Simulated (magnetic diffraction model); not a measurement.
**Magnetic neutron pattern of Ba2Tm2Ni4S11**

Space group Pmmm (no. 47), a = 4.6820 Å, b = 8.9330 Å, c = 9.3200 Å.

| site | atom | x | y | z |
| --- | --- | --- | --- | --- |
| 2t | Tm | 1/2 | 1/2 | 0.7341 |
| 2s | Ba | 1/2 | 0 | 0.7511 |
| 2n | Ni | 0 | 0.2527 | 1/2 |
| 2m | Ni | 0 | 0.2512 | 0 |
| 1g | S | 0 | 1/2 | 1/2 |
| 1c | S | 0 | 0 | 1/2 |
| 2p | S | 1/2 | 0.2703 | 1/2 |
| 1a | S | 0 | 0 | 0 |
| 4u | S | 0 | 0.2957 | 0.2193 |
| 2o | S | 1/2 | 0.3081 | 0 |

This is a made-up structure (elements placed in a structure type, unrelaxed), so the numbers test the method and describe no known phase.

Only Tm and Ni are taken to order (form factors of Tm3+ and Ni3+); orders and moment sizes are assumed, and not adapted to the symmetry. Radiation: neutrons of λ = 1.909 Å, 3° to 45°; isotropic B of 0.15 Å² (Tm), 0.23 Å² (Ba), 0.23 Å² (Ni) and 0.25 Å² (S). Simulated constant-wavelength pattern: nuclear and magnetic terms add, the magnetic one as |2.695 fm × Σ f S⊥ exp(2πi Q·r) exp(−B s²)|², summed over all Q at one angle with the factor 1/(sin²θ cos θ). For collinear order S is the moment m, which repeats by lattice and centring translations R with the sign exp(−2πi k·R). Free-ion form factors, Sears's scattering lengths of 1992, no absorption; a label names one of the reflections at its angle. The strongest nuclear line in the range is 100, and lines under 0.2 are left out.

Assume the order k = (0 0 0), collinear moments along [001], 6.2 μB on Tm and 0.87 μB on Ni; signs + at (1/2, 1/2, 0.7341), + at (1/2, 1/2, 0.2659), − at (0, 0.2527, 1/2), − at (0, 0.7473, 1/2), − at (0, 0.2512, 0), − at (0, 0.7488, 0).

Q: Where does magnetic intensity appear, and how strong is it?

```csv
2θ (°),index,nuclear,magnetic
11.76,(0 0 1),0.5,0.0
12.27,(0 1 0),6.6,121.9
17.02,(0 1 1),0.8,0.6
23.53,(1 0 0),20.2,52.2
23.64,(0 0 2),21.8,0.0
24.68,(0 2 0),21.8,47.1
26.38,(1 0 1),0.0,0.4
26.61,(1 1 0),1.7,50.1
26.71,(0 1 2),1.9,10.2
27.42,(0 2 1),1.1,0.4
29.18,(1 1 1),0.4,0.7
33.59,(1 0 2),84.9,7.7
34.36,(1 2 0),97.7,15.6
34.44,(0 2 2),100.0,7.7
35.79,(0 0 3),0.4,0.0
35.89,(1 1 2),1.1,27.9
36.43,(1 2 1),1.2,0.5
37.39,(0 3 0),3.4,12.2
37.97,(0 1 3),0.0,0.2
39.33,(0 3 1),1.6,0.2
42.13,(1 2 2),4.2,37.9
43.27,(1 0 3),3.4,0.5
43.96,(0 2 3),1.1,0.5
44.65,(1 3 0),1.8,15.8
44.72,(0 3 2),1.0,10.8
```

The strongest magnetic line in the range is (0 1 0) at 12.27° (121.9). On top of the Lorentz factor, which all lines share, magnetic lines fade with angle because f falls: for Tm3+ it is 0.97, 0.87, 0.75 and 0.49 at sin θ/λ = 0.1, 0.2, 0.3 and 0.5 Å⁻¹, while nuclear lengths stay constant. The net moment is 8.92 μB a primitive cell.

[Logs are printed without paths, hosts, clocks, repeated set-up lines and the standing remarks that a program may print on its own settings, such as how far it seeks lower states.]
